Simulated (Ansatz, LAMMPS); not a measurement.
## Electronic structure of liquid (Cs,Li)Cl at 1500 K (108 atoms)

Aim: energy, forces, charges and density of states of liquid (Cs,Li)Cl at 1500 K (108 atoms) at a fixed geometry.

Main program and level: Ansatz 0.2.0; Kohn-Sham DFT, PBE, PAW (set soft_2), plane waves.

### Step 1. The starting structure

The cell holds 108 atoms: 37 Cs, 17 Li and 54 Cl. Cell: a = 18.726 Å, b = 18.726 Å, c = 18.726 Å, α = 90.0°, β = 90.0°, γ = 90.0°. 108 atoms (37 Cs, 17 Li, 54 Cl) placed at random at 2.56 g/cm³, melted at 1600 K for 10 ps at fixed volume with the Lennard-Jones and Coulomb ion parameters for SPC/E (Joung and Cheatham, J. Phys. Chem. B 112, 9020 (2008)), full charges. Snapshot at the end of a hold of 15 ps at 1500 K and zero pressure.

Before any run, some limits are plain. The starting topology of bonds comes from the classical model, and needn't be the one that DFT or experiment would give. The ion parameters were fitted for water, not for melts, so the density of this cell may lie well off the real melt's. Only the Γ point is sampled, in a cell whose shortest periodic width is 19 Å. No spin–orbit coupling is included, so levels derived from the heavy atoms are approximate.

### Step 2. Making the structure

A classical potential supplies the starting structure, since it reaches far longer times than DFT.

This step: classical MD, Lennard-Jones and Coulomb ion parameters for SPC/E (Joung and Cheatham, J. Phys. Chem. B 112, 9020 (2008)), full charges (LAMMPS 22 Jul 2025 - Update 4).

in.lmp

```
# melt-quench of Cs37Li17Cl54
units metal
atom_style charge
boundary p p p
region box block 0 16.5151 0 16.5151 0 16.5151
create_box 3 box
mass 1 132.9055   # Cs
mass 2 6.9400   # Li
mass 3 35.4500   # Cl
create_atoms 1 random 37 684275 NULL overlap 2.2 maxtry 2000
create_atoms 2 random 17 684282 NULL overlap 2.2 maxtry 2000
create_atoms 3 random 54 684289 NULL overlap 2.2 maxtry 2000
pair_style lj/cut/coul/long 9.0
pair_modify mix arithmetic tail yes
pair_coeff 1 1 0.003897 3.6010   # Cs
pair_coeff 2 2 0.014602 1.4094   # Li
pair_coeff 3 3 0.000554 4.8305   # Cl
set type 1 charge 1
set type 2 charge 1
set type 3 charge -1
kspace_style pppm 1.0e-4
neigh_modify delay 0 every 1 check yes
thermo_style custom step time temp pe press density
thermo_modify norm yes
timestep 0.002
thermo 100
min_style cg
minimize 1e-4 1e-4 200 2000
reset_timestep 0
velocity all create 1600 684276 mom yes dist gaussian
fix lim all nve/limit 0.05
fix lan all langevin 1600 1600 0.2 684277 zero yes
thermo 500
run 1000 post no
# [... 34 lines left out ...]
compute msd all msd com yes
thermo 1875
fix md all npt temp 900 900 0.2 iso 0 0 2
run 7500 post no
print "== T900: mean square displacement over the hold $(c_msd[4]:%.2f) A^2"
unfix md
uncompute msd
write_dump all custom T900.dump id type xs ys zs modify sort id
```

Command:

```sh
$ lmp -in in.lmp -log none -nocite
```

Numbers of over 12 decimals in the logs are rounded to 6 here.

What it wrote:

```text
LAMMPS (22 Jul 2025 - Update 4)
Created orthogonal box = (0 0 0) to (16.5151 16.5151 16.5151)
Created 37 atoms
Created 17 atoms
Created 54 atoms
PPPM initialization ...
  G vector (1/distance) = 0.31462972
  grid = 12 12 12
  estimated relative force accuracy = 4.8073019e-05
   Step          Time           Temp          PotEng         Press         Density
         0   0              0              1.2243993      406730         2.5619858
       100   0.2            0             -3.695921      -5012.3495      2.5619858
       109   0.218          0             -3.7024887     -4999.7275      2.5619858
Loop time of 0.0790016 s on 1 core for 109 steps with 108 atoms
Minimization stats:
  Stopping criterion = energy tolerance
  Energy initial, next-to-last, final =
      1.22439927127674  -3.70212401732405  -3.70248866670611
  Force two-norm initial, final = 347.95535 0.69934906
  Iterations, force evaluations = 109 132
[... 30 lines left out ...]
== T1500: mean square displacement over the hold 94.45 A^2
   Step          Time           Temp          PotEng         Press         Density
[... 5 lines left out ...]
Loop time of 3.39485 s on 1 core for 2500 steps with 108 atoms
   Step          Time           Temp          PotEng         Press         Density
[... 6 lines left out ...]
Loop time of 13.4669 s on 1 core for 7500 steps with 108 atoms
== T1300: mean square displacement over the hold 59.17 A^2
   Step          Time           Temp          PotEng         Press         Density
[... 5 lines left out ...]
Loop time of 5.03127 s on 1 core for 2500 steps with 108 atoms
   Step          Time           Temp          PotEng         Press         Density
[... 2 lines left out ...]
     31875   63.75          896.08434     -3.5844061      371.53223      2.5400877
     33750   67.5           835.90417     -3.5937676      209.10764      2.53855
     35625   71.25          912.58847     -3.6068868     -5028.3167      2.5900847
     36000   72             1066.0587     -3.6310279      2074.9241      2.700027
Loop time of 15.0862 s on 1 core for 7500 steps with 108 atoms
== T900: mean square displacement over the hold 21.64 A^2
```

It took 50 s on 1 thread of Intel Xeon at 2.80GHz (Skylake/Cascade Lake), shared host; peak memory 0.36 GiB.

### Step 3. Plane-wave single point

One self-consistent run at the given positions yields energy and forces.

input.yaml

```yaml
crystal:
  lattice:
    - [18.7257, 0.0, 0.0]
    - [0.0, 18.7257, 0.0]
    - [0.0, 0.0, 18.7257]
  atoms:
    - { symbol: Cs, position: [0.90441, 0.57561, 0.12921] }
    - { symbol: Cs, position: [0.81187, 0.90705, 0.1142] }
    - { symbol: Cs, position: [0.07897, 0.67687, 0.59708] }
    - { symbol: Cs, position: [0.00478, 0.71187, 0.99912] }
    - { symbol: Cs, position: [0.26723, 0.36382, 0.45803] }
    - { symbol: Cs, position: [0.22583, 0.6955, 0.79708] }
    - { symbol: Cs, position: [0.04812, 0.96892, 0.38233] }
    - { symbol: Cs, position: [0.02632, 0.82655, 0.18118] }
    - { symbol: Cs, position: [0.82494, 0.68512, 0.38336] }
    - { symbol: Cs, position: [0.03076, 0.92794, 0.85479] }
    - { symbol: Cs, position: [0.98752, 0.08239, 0.11514] }
    - { symbol: Cs, position: [0.18555, 0.43341, 0.22705] }
    - { symbol: Cs, position: [0.79208, 0.06127, 0.78078] }
    - { symbol: Cs, position: [0.21984, 0.05328, 0.76372] }
    - { symbol: Cs, position: [0.56818, 0.82302, 0.80957] }
    - { symbol: Cs, position: [0.23461, 0.9411, 0.96364] }
    - { symbol: Cs, position: [0.2645, 0.73012, 0.17124] }
    - { symbol: Cs, position: [0.67476, 0.79356, 0.49423] }
    - { symbol: Cs, position: [0.55408, 0.69194, 0.35706] }
    - { symbol: Cs, position: [0.51548, 0.97594, 0.604] }
    - { symbol: Cs, position: [0.66547, 0.33272, 0.86156] }
    - { symbol: Cs, position: [0.31669, 0.47812, 0.95027] }
    - { symbol: Cs, position: [0.67489, 0.45729, 0.1322] }
    - { symbol: Cs, position: [0.22367, 0.87348, 0.63492] }
    - { symbol: Cs, position: [0.90891, 0.44287, 0.59418] }
    - { symbol: Cs, position: [0.3488, 0.05227, 0.41223] }
    - { symbol: Cs, position: [0.02047, 0.36349, 0.73484] }
    - { symbol: Cs, position: [0.92445, 0.63232, 0.75088] }
    - { symbol: Cs, position: [0.44423, 0.69097, 0.97533] }
    - { symbol: Cs, position: [0.92946, 0.3571, 0.02175] }
    - { symbol: Cs, position: [0.67508, 0.2086, 0.16482] }
    - { symbol: Cs, position: [0.68659, 0.47365, 0.59618] }
    - { symbol: Cs, position: [0.50173, 0.69728, 0.62915] }
    - { symbol: Cs, position: [0.13955, 0.75248, 0.39023] }
    - { symbol: Cs, position: [0.55089, 0.87957, 0.30559] }
    - { symbol: Cs, position: [0.88776, 0.3202, 0.31184] }
    - { symbol: Cs, position: [0.71822, 0.57893, 0.7746] }
    - { symbol: Li, position: [0.84534, 0.89608, 0.32171] }
    - { symbol: Li, position: [0.42157, 0.92045, 0.07674] }
    - { symbol: Li, position: [0.38637, 0.29605, 0.23844] }
    - { symbol: Li, position: [0.1008, 0.41869, 0.00444] }
    - { symbol: Li, position: [0.21134, 0.1243, 0.17387] }
    - { symbol: Li, position: [0.43582, 0.07297, 0.15144] }
    - { symbol: Li, position: [0.93314, 0.14619, 0.67174] }
    - { symbol: Li, position: [0.38912, 0.17519, 0.05498] }
    - { symbol: Li, position: [0.34908, 0.15648, 0.61385] }
    - { symbol: Li, position: [0.76169, 0.77479, 0.93276] }
    - { symbol: Li, position: [0.27358, 0.29266, 0.04684] }
    - { symbol: Li, position: [0.16154, 0.20476, 0.32016] }
    - { symbol: Li, position: [0.9277, 0.88796, 0.56348] }
    - { symbol: Li, position: [0.51189, 0.3351, 0.06279] }
    - { symbol: Li, position: [0.1395, 0.2249, 0.90551] }
    - { symbol: Li, position: [0.35475, 0.24461, 0.81844] }
    - { symbol: Li, position: [0.31656, 0.93954, 0.22354] }
    - { symbol: Cl, position: [0.32761, 0.02392, 0.58402] }
    - { symbol: Cl, position: [0.9295, 0.015, 0.62819] }
    - { symbol: Cl, position: [0.01982, 0.51746, 0.02025] }
    - { symbol: Cl, position: [0.76878, 0.74405, 0.82018] }
    - { symbol: Cl, position: [0.89121, 0.88106, 0.44792] }
    - { symbol: Cl, position: [0.22852, 0.25378, 0.23434] }
    - { symbol: Cl, position: [0.12107, 0.67329, 0.23949] }
    - { symbol: Cl, position: [0.62341, 0.36335, 0.01773] }
    - { symbol: Cl, position: [0.54013, 0.13304, 0.10683] }
    - { symbol: Cl, position: [0.75246, 0.90338, 0.95307] }
    - { symbol: Cl, position: [0.8364, 0.4187, 0.18618] }
    - { symbol: Cl, position: [0.38733, 0.29132, 0.105] }
    - { symbol: Cl, position: [0.8617, 0.17088, 0.18194] }
    - { symbol: Cl, position: [0.34326, 0.32603, 0.92934] }
    - { symbol: Cl, position: [0.22292, 0.26725, 0.78914] }
    - { symbol: Cl, position: [0.6298, 0.62335, 0.51889] }
    - { symbol: Cl, position: [0.87923, 0.78122, 0.25426] }
    - { symbol: Cl, position: [0.07816, 0.11445, 0.85383] }
    - { symbol: Cl, position: [0.85291, 0.45959, 0.42976] }
    - { symbol: Cl, position: [0.61212, 0.85906, 0.65484] }
    - { symbol: Cl, position: [0.6105, 0.4511, 0.72567] }
    - { symbol: Cl, position: [0.22938, 0.89608, 0.3122] }
    - { symbol: Cl, position: [0.20112, 0.19496, 0.03732] }
    - { symbol: Cl, position: [0.37068, 0.16041, 0.73591] }
    [... 24 atom lines left out ...]
    - { symbol: Cl, position: [0.31678, 0.0747, 0.22764] }
    - { symbol: Cl, position: [0.36127, 0.02692, 0.02122] }
    - { symbol: Cl, position: [0.04416, 0.73225, 0.79971] }
    - { symbol: Cl, position: [0.57077, 0.6629, 0.85445] }
    - { symbol: Cl, position: [0.56228, 0.31565, 0.20035] }
    - { symbol: Cl, position: [0.91614, 0.70777, 0.60448] }
kpoints:
  mp_grid: { grid: [1, 1, 1] }
hamiltonian:
  xc: pbe
scf:
  occupations: { method: fixed }
output:
  forces: true
  stress: true
  populations: true
  dos:
    method: { smearing: { sigma: 0.15 } }
    de: 0.1
    projected: { site_lists: { Cl: [Cl], Cs: [Cs], Li: [Li] } }
  eigenvalues: true
  write_density: true
  write_potential: true
  volumetric_format: npy
```

Command:

```sh
$ ansatz run input.yaml --threads 8 --pin off --max-ram 15872MiB --backend cpu --events-out ev --progress --plain --runs-dir out
```

What it wrote:

```text
Engine: ansatz 0.2.0, aarch64-unknown-linux-gnu
Pseudopotentials: kind: paw
Pseudopotential: Cs, paw, valence charge 9, recommended cutoff 420 eV (normal), Cs.paw.azcp
Pseudopotential: Li, paw, valence charge 3, recommended cutoff 420 eV (normal), Li.paw.azcp
Pseudopotential: Cl, paw, valence charge 7, recommended cutoff 420 eV (normal), Cl.paw.azcp
Functional definition: PBE
  parameter kappa = 0.804
  parameter beta = 0.066725
  exchange = pbe_x(kappa = kappa, mu = beta*pi^2/3)
  correlation = pbe_c(beta = beta)
Crystal: 108 atoms, lattice volume = 6566.201 Å³
Basis set: ecut = 420 eV, 128395 PW (Γ), exchange–correlation on 256×256×256 points (8 copies of the dense FFT grid, shifted against one another)
Bands: 489, of which v1, the nominal top of the filled ones, is band 381 counted from 1 (380 counted from 0)
Symmetry: 1 space group operations
Space group: P1 (ITA 1), of the structure as read, at distance tolerance 1.9e-4 Å
k-points: 1
Non-local potential: Cs, projectors of the file, l = 0: 3, l = 1: 2, l = 2: 2, l = 3: 2
Non-local potential: Li, projectors of the file, l = 0: 3, l = 1: 2, l = 2: 1
Non-local potential: Cl, projectors of the file, l = 0: 2, l = 1: 2, l = 2: 2
PAW form: soft (Blöchl's): semilocal exchange-correlation on the pseudo side does not see the compensation charge
PAW one-centre angular grid: Cs, 194 points (default); XC on 64 Gauss nodes
PAW one-centre angular grid: Li, 110 points (default); XC on 64 Gauss nodes
PAW one-centre angular grid: Cl, 110 points (default); XC on 64 Gauss nodes
Initial density: superposition of atomic densities (neutral atoms: chi_scale 0, normalization atom), corrected by the library's trained network
Initial wavefunctions: pseudopotential atomic-orbital guess
Functional: x = pbe(κ = 0.804, μ = 0.219515), c = pbe(β = 0.066725)
SCF iter   1: F=—  HF=-271769.158222 eV  |F-HF|=—  |Δ(HF+E_count)|=         —  Δρ=1.04e-3  dr2=3.40e-1  ethr=1.77e-3  ⟨swp⟩=6.0  Hψ=1566  notcnv=0  defer=104
preconditioner: auto → Resta (q_TF=auto, 1.905 Å⁻¹)  ε∞=2.3  [insulator: Δε(μ)=2.757 eV  Ē_g=10.438 eV  n_scr=750 (ndim 8)  ℏωp=11.7 eV  f_vac=0.392  ε∞_Penn≈2.3  vacuum switching on, ρ_ref=7.9e-3 e/Å³]
SCF iter   2: F=—  HF=-271769.087969 eV  |F-HF|=—  |Δ(HF+E_count)|=   7.03e-2  Δρ=4.65e-4  dr2=5.09e-2  ethr=4.46e-5  ⟨swp⟩=3.0  Hψ=894  notcnv=0  defer=106
SCF iter   3: F=—  HF=-271769.076902 eV  |F-HF|=—  |Δ(HF+E_count)|=   1.11e-2  Δρ=1.85e-4  dr2=5.52e-3  ethr=6.68e-6  ⟨swp⟩=3.0  Hψ=755  notcnv=0  defer=106
SCF iter   4: F=—  HF=-271769.076588 eV  |F-HF|=—  |Δ(HF+E_count)|=   3.14e-4  Δρ=5.93e-5  dr2=2.92e-4  ethr=7.24e-7  ⟨swp⟩=2.0  Hψ=672  notcnv=0  defer=106
SCF iter   5: F=—  HF=-271769.076632 eV  |F-HF|=—  |Δ(HF+E_count)|=   4.42e-5  Δρ=1.62e-5  dr2=1.99e-5  ethr=3.84e-8  ⟨swp⟩=2.0  Hψ=711  notcnv=0  defer=106
SCF iter   6: F=—  HF=-271769.072675 eV  |F-HF|=—  |Δ(HF+E_count)|=   3.96e-3  Δρ=3.67e-6  dr2=1.11e-6  ethr=2.61e-9  ⟨swp⟩=2.0  Hψ=870  notcnv=0  defer=106
SCF iter   7: F=-271769.072675 eV  HF=-271769.072675 eV  |F-HF|=4.24e-8  |Δ(HF+E_count)|=   4.51e-7  Δρ=9.19e-7  dr2=5.83e-8  ethr=1.31e-11  ⟨swp⟩=29.0  Hψ=5856  notcnv=0
SCF 1 converged in 7 iterations: F = -271769.072675 eV  dr2 = 5.83e-8
  greatest PAW one-centre occupation: 1.000 electrons in one spin orbital (limit 2), on the Li atom at site 46 (counted from 0), in its partial waves of l = 0
WARN: The output density's exchange-correlation potential varies sharply where the density is thin. Do not read a vacuum level from v_tot or v_xc, or from such a field of the output density. On a cell that repeats whose density bears no net charge and no dipole along the vacuum's axis use v_es (v_loc + v_h of the components); [...]
SCF converged after 7 iterations
Free energy (F): -271769.072675 eV
Harris-Foulkes:  -271769.072675 eV  (|F-HF|=4.24e-8)
Internal energy: -271769.072675 eV  (E = F + TS)
E sigma→0 (E₀):  -271769.072675 eV
Fermi energy:    -0.471607 eV
--- Per-component energies (eV) ---
  E_band       = -7112.651457
  E_kinetic    = 14354.965711
  E_local      = -53721.465894  (includes V_loc(G=0)·N_el)
  E_nonlocal   = 2085.350761
  E_hartree    = 21262.936126
  E_xc         = -12449.504314
  E_vxc        = -11542.354481  (∫ρ·V_xc dr)
  E_paw        = -223428.225589  (= ΣΔE_a)
  E_vpaw       = -815.016021  (= ΣTr[D̂ρ^β])
  E_aug_tail   = 0.005025  (compensation charges beyond the density's cutoff)
  E_ewald      = -19873.134502
  E_smearing   = -0.000000  (= −TS)
  E_closure    = -0.000000  (closes the sum)
  Σ components = -271769.072675   (vs F -271769.072675, Δ=0.00e0)
--- Forces (eV/Å), atoms counted from 1 ---
  atom   1  Cs     0.05883657    -0.23030434     0.77042391
  atom   2  Cs    -0.34879260    -0.13738077     0.09066418
  atom   3  Cs     0.02862126     0.15317191     0.16306770
  atom   4  Cs    -0.41811052    -1.18417898    -0.61963816
  atom   5  Cs    -0.31808670    -0.42602703     0.36850825
  atom   6  Cs    -0.16008290     0.13512732     0.48777057
  atom   7  Cs     0.11440061     0.25512482    -0.03820875
  atom   8  Cs     0.49993914     0.16667848     0.12281209
  atom   9  Cs     0.07022550    -0.18102410     0.25302534
  atom  10  Cs     0.06321117    -0.23130191    -0.12540049
  atom  11  Cs     0.30984759     0.31594888     0.02101930
  atom  12  Cs     0.11481226    -0.13577004     0.55363868
  atom  13  Cs    -0.14861776    -0.48909625     0.06038337
  atom  14  Cs     0.26521351     0.59516821    -0.20054849
[...]
atom 107  Cl    -0.72445329     0.76939560    -0.17330802
  atom 108  Cl    -0.25960787     0.47637031    -0.70118130
  max |Σ_I F_I| component: 9.67e-5 eV/Å
--- Stress (GPa, compression-positive) ---
        0.126761       0.038778       0.010611
        0.038778      -0.058212       0.001402
        0.010611       0.001402       0.190907
  P = ⅓ Tr σ = 0.0865 GPa (0.865 kbar)
--- Band table (eV) ---
  k-point 0: bands = ["-48.1421", "-47.2184", "-46.8276", "-46.7542", [... 473 levels ...], "4.9750", "4.9974", "5.0087", "5.0221", "5.0361", "5.0581", "5.0667", "5.0712", "5.0923", "5.1112", "5.1291", "5.1386"]
--- Löwdin populations: 108 sites ---
  site symbol       q [e]
     0     Cs      8.1374
     1     Cs      8.1137
     2     Cs      8.1385
[...]
107     Cl      7.7541
  spilling = 0.005721 (of n_electrons = 762.000000)
```

The job ended after 76 s (8 threads of Arm Neoverse V2, shared host; peak memory 8 GiB).

The program notes that the exchange-correlation potential is rough where the density is thin.

The run gave:

* free energy: -271769.0727 eV
* free energy per atom: -2516.3803 eV/atom
* SCF cycles: 7
* pressure: 0.08649 GPa
* r.m.s. force component: 0.4528 eV/Å
* longest force: 1.663 eV/Å
* Fermi energy: -0.4716 eV
* gap (highest filled to lowest empty level): 2.454 eV
* spilling of the projection: 0.005721

Length of the force by element:

| element | coordination | atoms | mean length of the force (eV/Å) | spread | least | most |
| --- | --- | --- | --- | --- | --- | --- |
| Cl | all | 54 | 0.698 | 0.421 | 0.107 | 1.66 |
| Cs | all | 37 | 0.724 | 0.377 | 0.127 | 1.54 |
| Li | all | 17 | 0.531 | 0.253 | 0.164 | 1.08 |

Löwdin charges by element (they lack the spilled electrons, 0.040 e an atom on average):

| element | coordination | atoms | mean charge (e) | spread | least | most |
| --- | --- | --- | --- | --- | --- | --- |
| Cl | all | 54 | -0.744 | 0.0309 | -0.802 | -0.651 |
| Cs | all | 37 | 0.867 | 0.0164 | 0.829 | 0.911 |
| Li | all | 17 | 0.733 | 0.0234 | 0.698 | 0.779 |

Density of states as counts of states in windows of 1 eV (from the Fermi level), total and the larger projections:

| from (eV) | to (eV) | total | Cl p | Cs p | Cs s |
| --- | --- | --- | --- | --- | --- |
| -10 | -9 | 1.6 | 0.0 | 1.5 | 0.0 |
| -9 | -8 | 76.7 | 1.0 | 75.1 | 0.2 |
| -8 | -7 | 123.2 | 2.8 | 119.3 | 0.3 |
| -7 | -6 | 19.6 | 0.8 | 18.5 | 0.0 |
| -6 | -5 | 0.9 | 0.0 | 0.8 | 0.0 |
| -5 | -4 | 0.0 | 0.0 | 0.0 | 0.0 |
| -4 | -3 | 9.2 | 8.5 | 0.0 | 0.0 |
| -3 | -2 | 82.3 | 77.5 | 1.1 | 1.1 |
| -2 | -1 | 173.0 | 165.4 | 2.6 | 1.8 |
| -1 | 0 | 58.7 | 56.5 | 0.9 | 0.5 |
| 0 | 1 | 0.8 | 0.8 | 0.0 | 0.0 |
| 1 | 2 | 0.0 | 0.0 | 0.0 | 0.0 |
| 2 | 3 | 5.5 | 0.2 | 0.0 | 3.5 |
| 3 | 4 | 34.3 | 1.1 | 0.2 | 18.7 |
| 4 | 5 | 96.2 | 1.8 | 0.2 | 19.9 |

With fixed occupations the program's Fermi level is the highest filled level; weight inside the gap is the broadening of levels at its edges.

Between -26 and -10 eV lie 182 more states.

About 35 of the 762 electrons lie in deeper levels, below the stored range.

The levels nearest the highest filled one (over half full), pooled over k-points and spins:

| level less the highest filled one (eV) | occupation |
| --- | --- |
| -0.411 | 2 |
| -0.400 | 2 |
| -0.363 | 2 |
| -0.313 | 2 |
| -0.165 | 2 |
| 0 | 2 |
| 2.45 | 0 |
| 2.66 | 0 |
| 3.01 | 0 |
| 3.13 | 0 |
| 3.26 | 0 |
| 3.36 | 0 |

Electrostatic potential energy in the bc plane at fractional x = 0.220, with atoms of Cs and Li and Cl within 0.2 Å of it. With pseudopotentials it is smooth inside the atoms' cores, unlike the true potential.

Ten even steps from '0' (-26 eV) to '9' (6 eV), each cell a mean:
```
68999999999999999999999999999999999999720101
78999999999999999999888999999999999999841113
88999999999999999999988999999888899999987778
88888999999889999999999999887423578997436898
52124799983003999999999998873010058983001798
10101689994004999999999999875100268998557887
41114799999999999999999999988767789998888987
88788899999999999999999999999999999863225788
99999999999999999999999999999999998720111589
99999999999999999999999999999999998851113789
99999999999999999999999999999999999888778999
99999999999998877788999999999999999999999999
99999999999998522478899999999888888999999999
99999999999998643578999999998888888899999999
99999999999999888889999999999888778899999999
99999998889999999999999999999988888998434799
99999999888999999988889999999999889996000499
99999999972138998632478999999998889999756899
99998789950006997300058899999886678999999999
99983017997679998643578999998852126899999999
99986458999999999988899999999864347898412699
99999998889999999733589999999988888998200499
99999983015888898200079999999999999999877899
89999983015888899754689999999999999999874346
```
Columns run along b (18.7 Å; values clipped at the 3rd and 97th percentile), rows up along c (18.7 Å). Atoms in or near the plane, at fractional coordinates: Cs at (0.70, 0.80), Cs at (0.05, 0.76), Cs at (0.87, 0.63), Li at (0.12, 0.17), Cl at (0.25, 0.23), Cl at (0.27, 0.79), Cl at (0.90, 0.31), Cl at (0.43, 0.06).

(Continued in part 2 of 2.)

[Logs are printed without paths, hosts, clocks, repeated set-up lines and the standing remarks that a program may print on its own settings, such as how far it seeks lower states.]

[Hosts, paths, dates, database ids (printed as entryN), source tags and the programs' standing remarks are cut or masked in the printed files.]
